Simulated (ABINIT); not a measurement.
# Cl (Cmce): G0W0 in ABINIT against the bands in the self-energy

Wanted: the cheapest bands in the self-energy that holds the gap of Cl (Cmce).

Method: PBE and many-body steps on it, plane waves, in ABINIT 10.8.3.

## (1) Set-up

Symmetry: Cmce, No. 64, orthorhombic system. The conventional cell has a = 6.290 Å, b = 4.500 Å, c = 8.210 Å, α = 90.00°, β = 90.00°, γ = 90.00°. Nearest to Cl lie 1 Cl at 2.02 Å.

Coordinates:

```cif
data_structure
_symmetry_space_group_name_H-M 'Cmce'
_symmetry_Int_Tables_number 64
_cell_length_a 6.2900
_cell_length_b 4.5000
_cell_length_c 8.2100
_cell_angle_alpha 90.000
_cell_angle_beta 90.000
_cell_angle_gamma 90.000
_cell_volume 232.38
loop_
_atom_site_label
_atom_site_type_symbol
_atom_site_symmetry_multiplicity
_atom_site_Wyckoff_symbol
_atom_site_fract_x
_atom_site_fract_y
_atom_site_fract_z
_atom_site_occupancy
Cl1 Cl 8 f 0.50000 0.63000 0.10000 1
```

The cell and positions come from the Crystallography Open Database and are kept as given unless a step says otherwise.

## (2) Screening, 4×4×2 mesh, 360 bands, screening to 217.7 eV

This step: ABINIT 10.8.3; RPA screening on PBE, plane waves, norm-conserving pseudopotentials.

The RPA dielectric matrix is built and inverted for each q.

run.abi

```
acell 3*1.0 Angstrom
rprim 
  3.145000000000 -2.250000000000 0.000000000000
  3.145000000000 2.250000000000 0.000000000000
  0.000000000000 0.000000000000 8.210000000000
ntypat 1
znucl 17
natom 4
typat 1 1 1 1
xred 
  0.870000000000 0.130000000000 0.100000000000
  0.630000000000 0.370000000000 0.600000000000
  0.130000000000 0.870000000000 0.900000000000
  0.370000000000 0.630000000000 0.400000000000
pp_dirpath "pseudos"
pseudos "Cl.upf"
ecut 25
ngkpt 4 4 2
nshiftk 1
shiftk 0 0 0
kptopt 1
chksymbreak 0
istwfk *1
occopt 1
irdwfk 1
optdriver 3
nband 360
ecuteps 8
inclvkb 2
awtr 1
symchi 1
indata_prefix "in"
outdata_prefix "out"
tmpdata_prefix "tmp"
```

Started as:

```bash
$ OMP_NUM_THREADS=1 mpirun -n 8 abinit run.abi > log
```

The program printed:

```text
.Version 10.8.3 of ABINIT. v10.8.2 released Aug 2026.

 Symmetries : space group Cm c a (# 64); Bravais oC (1-face-center ortho.)
[... echo of the input left out ...]
== DATASET  1 ==================================================================
-   mpi_nproc: 8, omp_nthreads: 1 (-1 if OMP is not activated)

--- !DatasetInfo
iteration_state: {dtset: 1, }
dimensions: {natom: 4, nkpt: 14, mband: 360, nsppol: 1, nspinor: 1, nspden: 1, mpw: 4726, }
cutoff_energies: {ecut:  25.0, pawecutdg:  -1.0, }
electrons: {nelect:   2.80000000E+01, charge:   0.00000000E+00, occopt:   1.00000000E+00, tsmear:   1.00000000E-02, }

 SCREENING: Calculation of the susceptibility and dielectric matrices

 Based on a program developped by R.W. Godby, V. Olevano, G. Onida, and L. Reining.
 Incorporated in ABINIT by V. Olevano, G.-M. Rignanese, and M. Torrent.
.Using double precision arithmetic ; gwpc =  8

[... cell and pseudopotentials left out ...]
--------------------------------------------------------------------------------

 ==== K-mesh for the wavefunctions ====
 Number of points in the irreducible wedge :    14
[... list of points left out ...]
 Together with  8 symmetry operations and time-reversal symmetry
 yields    32 points in the full Brillouin Zone.

 ==== Q-mesh for the screening function ====
 Number of points in the irreducible wedge :    14
[... list of points left out ...]
 Together with  8 symmetry operations and time-reversal symmetry
 yields    32 points in the full Brillouin Zone.

 setmesh: FFT mesh size selected  =    30x   30x   60
          total number of points  =        54000

 vcoul_init : cutoff-mode = AUXILIARY_FUNCTION
 q-points for optical limit:   1
     1)      0.000010    0.000020    0.000030

- screening: taking advantage of time-reversal symmetry
- Maximum band index for partially occupied states nbvw = 14
- Remaining bands to be divided among processors   nbcw = 346
- Number of bands treated by each node ~43

 Number of electrons calculated from density =   28.0000; Expected =   28.0000
 average of density, n =  0.035710
 r_s =    1.8838
 omega_plasma =   18.2284 [eV]

 calculating chi0 at frequencies [eV] :
  1    0.000000E+00    0.000000E+00
  2    0.000000E+00    1.822838E+01

--------------------------------------------------------------------------------
  q-point number  1        q = ( 0.000000, 0.000000, 0.000000) [r.l.u.]
--------------------------------------------------------------------------------
[... chi0 elements left out ...]
 For q-point:  0.000010 0.000020 0.000030
  dielectric constant =   2.8102
  dielectric constant without local fields =   3.4624

  Average fulfillment of the sum rule on Im[epsilon] for q-point    1 :     84.19  [%]
[... wings left out ...]
  q-point number  2        q = ( 0.250000, 0.000000, 0.000000) [r.l.u.]
--------------------------------------------------------------------------------
[... chi0 elements left out ...]
  Average fulfillment of the sum rule on Im[epsilon] for q-point    2 :     85.47  [%]

 [... 12 further q-points ...]
```

Wall time 6.7 min (8 MPI ranks of Arm Neoverse V2, shared host); peak memory 6.7 GiB; 53 min of CPU time.

This step gave:

```yaml
eps_infinity_with_local_fields_on_this_mesh_along_the_program_s_q_direction: 2.810
the_same_without_local_fields: 3.462
plasma_frequency: 18.23 eV
plane_waves_in_the_screening_matrix: 865
```

Local fields lower ε∞ by 19 %. On a Γ-centred mesh this coarse the value itself is usually too large, while a short band sum pulls it down.

## (3) 22 bands

This step: G0W0 on PBE, plane waves, norm-conserving pseudopotentials.

Changes to run.abi since step 2:

```diff
@@ -25,8 +25,17 @@
 irdwfk 1
-optdriver 3
-nband 360
+optdriver 4
+nband 22
+gwcalctyp 0
+ecutsigx 25
+symsigma 1
+nkptgw 2
+kptgw 
+  0.5000000000 0.5000000000 0.0000000000
+  0.0000000000 0.0000000000 0.0000000000
+bdgw 
+  13 16
+  13 16
 ecuteps 8
-inclvkb 2
-awtr 1
-symchi 1
+irdscr 1
+ppmodel 1
 indata_prefix "in"
```

The program printed:

```text
.Version 10.8.3 of ABINIT. v10.8.2 released Aug 2026.

 Symmetries : space group Cm c a (# 64); Bravais oC (1-face-center ortho.)
[... echo of the input left out ...]
== DATASET  1 ==================================================================
-   mpi_nproc: 8, omp_nthreads: 1 (-1 if OMP is not activated)

--- !DatasetInfo
iteration_state: {dtset: 1, }
dimensions: {natom: 4, nkpt: 14, mband: 22, nsppol: 1, nspinor: 1, nspden: 1, mpw: 4726, }
cutoff_energies: {ecut:  25.0, pawecutdg:  -1.0, }
electrons: {nelect:   2.80000000E+01, charge:   0.00000000E+00, occopt:   1.00000000E+00, tsmear:   1.00000000E-02, }

 SIGMA: Calculation of the GW corrections

 Based on a program developped by R.W. Godby, V. Olevano, G. Onida, and L. Reining.
 Incorporated in ABINIT by V. Olevano, G.-M. Rignanese, and M. Torrent.
.Using double precision arithmetic ; gwpc =  8

[... cell and pseudopotentials left out ...]
--------------------------------------------------------------------------------

 ==== K-mesh for the wavefunctions ====
 Number of points in the irreducible wedge :    14
[... list of points left out ...]
 Together with  8 symmetry operations and time-reversal symmetry
 yields    32 points in the full Brillouin Zone.

 ==== Q-mesh for screening function ====
 Number of points in the irreducible wedge :    14
[... list of points left out ...]
 Together with  8 symmetry operations and time-reversal symmetry
 yields    32 points in the full Brillouin Zone.

 vcoul_init : cutoff-mode = AUXILIARY_FUNCTION
 q-points for optical limit:   1
     1)      0.000010    0.000020    0.000030
 setmesh: FFT mesh size selected  =    36x   36x   72
          total number of points  =        93312

 Number of electrons calculated from density =   28.0000; Expected =   28.0000
 average of density, n =  0.035710
 r_s =    1.8838
 omega_plasma =   18.2284 [eV]

 === KS Band Gaps ===
  >>>> For spin  1
   Minimum direct gap =   2.5251 [eV], located at k-point      :   0.0000  0.0000  0.0000
   Fundamental gap    =   2.4691 [eV], Top of valence bands at :   0.5000  0.5000  0.0000
                                       Bottom of conduction at :   0.0000  0.0000  0.0000
 SIGMA fundamental parameters:
 PLASMON POLE MODEL  1
 number of plane-waves for SigmaX                 4675
 number of plane-waves for SigmaC and W            865
 number of plane-waves for wavefunctions          4675
 number of bands                                    22
 number of independent spin polarizations            1
 number of spinorial components                      1
 number of k-points in IBZ                          14
 number of q-points in IBZ                          14
 number of symmetry operations                       8
 number of k-points in BZ                           32
 number of q-points in BZ                           32
 number of frequencies for dSigma/dE                 9
 frequency step for dSigma/dE [eV]                0.25
 number of omega for Sigma on real axis              0
 max omega for Sigma on real axis  [eV]           0.00
 zcut for avoiding poles [eV]                     0.10

 EPSILON^-1 parameters (SCR file):
 dimension of the eps^-1 matrix on file            865
 dimension of the eps^-1 matrix used               865
 number of plane-waves for wavefunctions          4675
 number of bands                                   360
 number of q-points in IBZ                          14
 number of frequencies                               2
 number of real frequencies                          1
 number of imag frequencies                          1

 matrix elements of self-energy operator (all in [eV])

 Perturbative Calculation

--- !SelfEnergy_ee
iteration_state: {dtset: 1, }
kpoint     : [   0.500,    0.500,    0.000, ]
spin       : 1
KS_gap     :    2.546
QP_gap     :    5.856
Delta_QP_KS:    3.310
data: !SigmaeeData |
     Band     E0 <VxcDFT>   SigX SigC(E0)      Z dSigC/dE  Sig(E)    E-E0       E
       13  -1.186 -14.321 -18.741   4.283   0.810  -0.234 -14.432  -0.111  -1.297
       14  -0.824 -14.674 -19.122   4.322   0.815  -0.227 -14.777  -0.103  -0.927
       15   1.722 -14.106  -8.998  -1.181   0.817  -0.225 -10.900   3.206   4.928
       16   1.912 -14.243  -9.064  -1.172   0.815  -0.227 -10.978   3.265   5.178

--- !SelfEnergy_ee
iteration_state: {dtset: 1, }
kpoint     : [   0.000,    0.000,    0.000, ]
spin       : 1
KS_gap     :    2.525
QP_gap     :    5.756
Delta_QP_KS:    3.231
data: !SigmaeeData |
     Band     E0 <VxcDFT>   SigX SigC(E0)      Z dSigC/dE  Sig(E)    E-E0       E
       13  -0.970 -14.511 -19.022   4.318   0.814  -0.228 -14.668  -0.157  -1.127
       14  -0.880 -14.708 -19.184   4.359   0.814  -0.228 -14.803  -0.095  -0.975
       15   1.645 -13.980  -8.981  -1.168   0.818  -0.222 -10.844   3.136   4.781
       16   2.208 -14.626  -9.222  -1.237   0.811  -0.232 -11.245   3.382   5.589

== END DATASET(S) ==============================================================
================================================================================

 -outvars: echo values of variables after computation  --------
           etotal      0.0000000000E+00
            nband          22
             nkpt          14
          spgroup          64
 [... the other variables as echoed above ...]

 Calculation completed.
```

Run time: 12 s. Hardware: 8 MPI ranks; peak memory 6.2 GiB; 94 s of CPU time.

Numbers from this step:

```
G0W0 gap on the points computed              : 5.708 eV
starting gap on the mesh                     : 2.469 eV
k of the valence top                         : 0.5, 0.5, 0
k of the conduction bottom                   : 0, 0, 0
Z at the valence top                         : 0.815
Z at the conduction bottom                   : 0.818
least direct G0W0 gap on the computed points : 5.756 eV
```

## (4) 24 bands

Changes to run.abi since step 3:

```diff
@@ -26,3 +26,3 @@
 optdriver 4
-nband 22
+nband 24
 gwcalctyp 0
```

The program printed:

```text
.Version 10.8.3 of ABINIT. v10.8.2 released Aug 2026.

 Symmetries : space group Cm c a (# 64); Bravais oC (1-face-center ortho.)
[... echo of the input left out ...]
== DATASET  1 ==================================================================
-   mpi_nproc: 8, omp_nthreads: 1 (-1 if OMP is not activated)

--- !DatasetInfo
iteration_state: {dtset: 1, }
dimensions: {natom: 4, nkpt: 14, mband: 24, nsppol: 1, nspinor: 1, nspden: 1, mpw: 4726, }
cutoff_energies: {ecut:  25.0, pawecutdg:  -1.0, }
electrons: {nelect:   2.80000000E+01, charge:   0.00000000E+00, occopt:   1.00000000E+00, tsmear:   1.00000000E-02, }

 SIGMA: Calculation of the GW corrections

 Based on a program developped by R.W. Godby, V. Olevano, G. Onida, and L. Reining.
 Incorporated in ABINIT by V. Olevano, G.-M. Rignanese, and M. Torrent.
.Using double precision arithmetic ; gwpc =  8

[... cell and pseudopotentials left out ...]
--------------------------------------------------------------------------------

 ==== K-mesh for the wavefunctions ====
 Number of points in the irreducible wedge :    14
[... list of points left out ...]
 Together with  8 symmetry operations and time-reversal symmetry
 yields    32 points in the full Brillouin Zone.

 ==== Q-mesh for screening function ====
 Number of points in the irreducible wedge :    14
[... list of points left out ...]
 Together with  8 symmetry operations and time-reversal symmetry
 yields    32 points in the full Brillouin Zone.

 vcoul_init : cutoff-mode = AUXILIARY_FUNCTION
 q-points for optical limit:   1
     1)      0.000010    0.000020    0.000030
 setmesh: FFT mesh size selected  =    36x   36x   72
          total number of points  =        93312

 Number of electrons calculated from density =   28.0000; Expected =   28.0000
[...]
number of omega for Sigma on real axis              0
 max omega for Sigma on real axis  [eV]           0.00
 zcut for avoiding poles [eV]                     0.10

 EPSILON^-1 parameters (SCR file):
 dimension of the eps^-1 matrix on file            865
 dimension of the eps^-1 matrix used               865
 number of plane-waves for wavefunctions          4675
 number of bands                                   360
 number of q-points in IBZ                          14
 number of frequencies                               2
 number of real frequencies                          1
 number of imag frequencies                          1

 matrix elements of self-energy operator (all in [eV])

 Perturbative Calculation

--- !SelfEnergy_ee
iteration_state: {dtset: 1, }
kpoint     : [   0.500,    0.500,    0.000, ]
spin       : 1
KS_gap     :    2.546
QP_gap     :    5.901
Delta_QP_KS:    3.355
data: !SigmaeeData |
     Band     E0 <VxcDFT>   SigX SigC(E0)      Z dSigC/dE  Sig(E)    E-E0       E
       13  -1.186 -14.321 -18.741   4.195   0.809  -0.237 -14.503  -0.182  -1.368
       14  -0.824 -14.674 -19.122   4.177   0.813  -0.231 -14.894  -0.221  -1.044
       15   1.722 -14.106  -8.998  -1.262   0.815  -0.227 -10.972   3.134   4.856
[...]
--- !SelfEnergy_ee
iteration_state: {dtset: 1, }
kpoint     : [   0.000,    0.000,    0.000, ]
spin       : 1
KS_gap     :    2.525
QP_gap     :    5.808
Delta_QP_KS:    3.282
data: !SigmaeeData |
     Band     E0 <VxcDFT>   SigX SigC(E0)      Z dSigC/dE  Sig(E)    E-E0       E
[...]
15   1.645 -13.980  -8.981  -1.254   0.817  -0.224 -10.922   3.058   4.703
       16   2.208 -14.626  -9.222  -1.304   0.810  -0.234 -11.305   3.321   5.529

== END DATASET(S) ==============================================================
================================================================================

 -outvars: echo values of variables after computation  --------
           etotal      0.0000000000E+00
            nband          24
             nkpt          14
          spgroup          64
 [... the other variables as echoed above ...]

 Calculation completed.
```

Wall time 12 s (8 MPI ranks); peak memory 6.2 GiB.

Numbers from this step:

| Quantity | Value |
| --- | --- |
| G0W0 gap on the points computed | 5.747 eV |
| starting gap on the mesh | 2.469 eV |
| k of the valence top | 0.5, 0.5, 0 |
| k of the conduction bottom | 0, 0, 0 |
| Z at the valence top | 0.813 |
| Z at the conduction bottom | 0.817 |
| least direct G0W0 gap on the computed points | 5.807 eV |

## (5) 45 bands

Changes to run.abi since step 4:

```diff
@@ -26,3 +26,3 @@
 optdriver 4
-nband 24
+nband 45
 gwcalctyp 0
```

The program printed:

```text
.Version 10.8.3 of ABINIT. v10.8.2 released Aug 2026.

 Symmetries : space group Cm c a (# 64); Bravais oC (1-face-center ortho.)
[... echo of the input left out ...]
== DATASET  1 ==================================================================
-   mpi_nproc: 8, omp_nthreads: 1 (-1 if OMP is not activated)

--- !DatasetInfo
iteration_state: {dtset: 1, }
dimensions: {natom: 4, nkpt: 14, mband: 45, nsppol: 1, nspinor: 1, nspden: 1, mpw: 4726, }
cutoff_energies: {ecut:  25.0, pawecutdg:  -1.0, }
electrons: {nelect:   2.80000000E+01, charge:   0.00000000E+00, occopt:   1.00000000E+00, tsmear:   1.00000000E-02, }

 SIGMA: Calculation of the GW corrections

 Based on a program developped by R.W. Godby, V. Olevano, G. Onida, and L. Reining.
 Incorporated in ABINIT by V. Olevano, G.-M. Rignanese, and M. Torrent.
.Using double precision arithmetic ; gwpc =  8

[... cell and pseudopotentials left out ...]
--------------------------------------------------------------------------------

 ==== K-mesh for the wavefunctions ====
 Number of points in the irreducible wedge :    14
[... list of points left out ...]
 Together with  8 symmetry operations and time-reversal symmetry
 yields    32 points in the full Brillouin Zone.

 ==== Q-mesh for screening function ====
 Number of points in the irreducible wedge :    14
[... list of points left out ...]
 Together with  8 symmetry operations and time-reversal symmetry
 yields    32 points in the full Brillouin Zone.

 vcoul_init : cutoff-mode = AUXILIARY_FUNCTION
 q-points for optical limit:   1
     1)      0.000010    0.000020    0.000030
 setmesh: FFT mesh size selected  =    36x   36x   72
          total number of points  =        93312

 Number of electrons calculated from density =   28.0000; Expected =   28.0000
[...]
number of omega for Sigma on real axis              0
 max omega for Sigma on real axis  [eV]           0.00
 zcut for avoiding poles [eV]                     0.10

 EPSILON^-1 parameters (SCR file):
 dimension of the eps^-1 matrix on file            865
 dimension of the eps^-1 matrix used               865
 number of plane-waves for wavefunctions          4675
 number of bands                                   360
 number of q-points in IBZ                          14
 number of frequencies                               2
 number of real frequencies                          1
 number of imag frequencies                          1

 matrix elements of self-energy operator (all in [eV])

 Perturbative Calculation

--- !SelfEnergy_ee
iteration_state: {dtset: 1, }
kpoint     : [   0.500,    0.500,    0.000, ]
spin       : 1
KS_gap     :    2.546
QP_gap     :    5.866
Delta_QP_KS:    3.320
data: !SigmaeeData |
     Band     E0 <VxcDFT>   SigX SigC(E0)      Z dSigC/dE  Sig(E)    E-E0       E
       13  -1.186 -14.321 -18.741   3.218   0.794  -0.260 -15.275  -0.954  -2.140
       14  -0.824 -14.674 -19.122   3.230   0.798  -0.253 -15.646  -0.972  -1.796
       15   1.722 -14.106  -8.998  -2.173   0.800  -0.250 -11.758   2.348   4.070
[...]
--- !SelfEnergy_ee
iteration_state: {dtset: 1, }
kpoint     : [   0.000,    0.000,    0.000, ]
spin       : 1
KS_gap     :    2.525
QP_gap     :    5.771
Delta_QP_KS:    3.246
data: !SigmaeeData |
     Band     E0 <VxcDFT>   SigX SigC(E0)      Z dSigC/dE  Sig(E)    E-E0       E
[...]
15   1.645 -13.980  -8.981  -2.157   0.802  -0.247 -11.701   2.279   3.924
       16   2.208 -14.626  -9.222  -2.270   0.794  -0.259 -12.137   2.489   4.697

== END DATASET(S) ==============================================================
================================================================================

 -outvars: echo values of variables after computation  --------
           etotal      0.0000000000E+00
            nband          45
             nkpt          14
          spgroup          64
 [... the other variables as echoed above ...]

 Calculation completed.
```

Run time: 21 s. Hardware: 8 MPI ranks; peak memory 6.5 GiB.

This step gave:

```yaml
g0w0_gap_on_the_points_computed: 5.72 eV
starting_gap_on_the_mesh: 2.469 eV
k_of_the_valence_top: 0.5, 0.5, 0
k_of_the_conduction_bottom: 0, 0, 0
z_at_the_valence_top: 0.798
z_at_the_conduction_bottom: 0.802
least_direct_g0w0_gap_on_the_computed_points: 5.772 eV
```

[end of part 1 of 2]

[Paths, hosts, dates, memory and timing lines, banners, echoed tables and standing remarks are left out of the program output.]

[Logs are printed without paths, hosts, clocks, repeated set-up lines and the standing remarks that a program may print on its own settings, such as how far it seeks lower states.]

[Runs of the session that timed out or met a known fault of the program may be left out.]

[Hosts, paths, dates, database ids (printed as entryN), source tags and the programs' standing remarks are cut or masked in the printed files.]

[G0W0 gaps are taken among the corrected bands and points alone; a level outside them can change the order at an edge.]

[Where Ansatz stands beside ABINIT at settings called matched, ABINIT's density can come from a denser mesh and the files from another edition; pairs whose starting gaps differed by over 0.03 eV were left out, so agreement reads better than it is.]
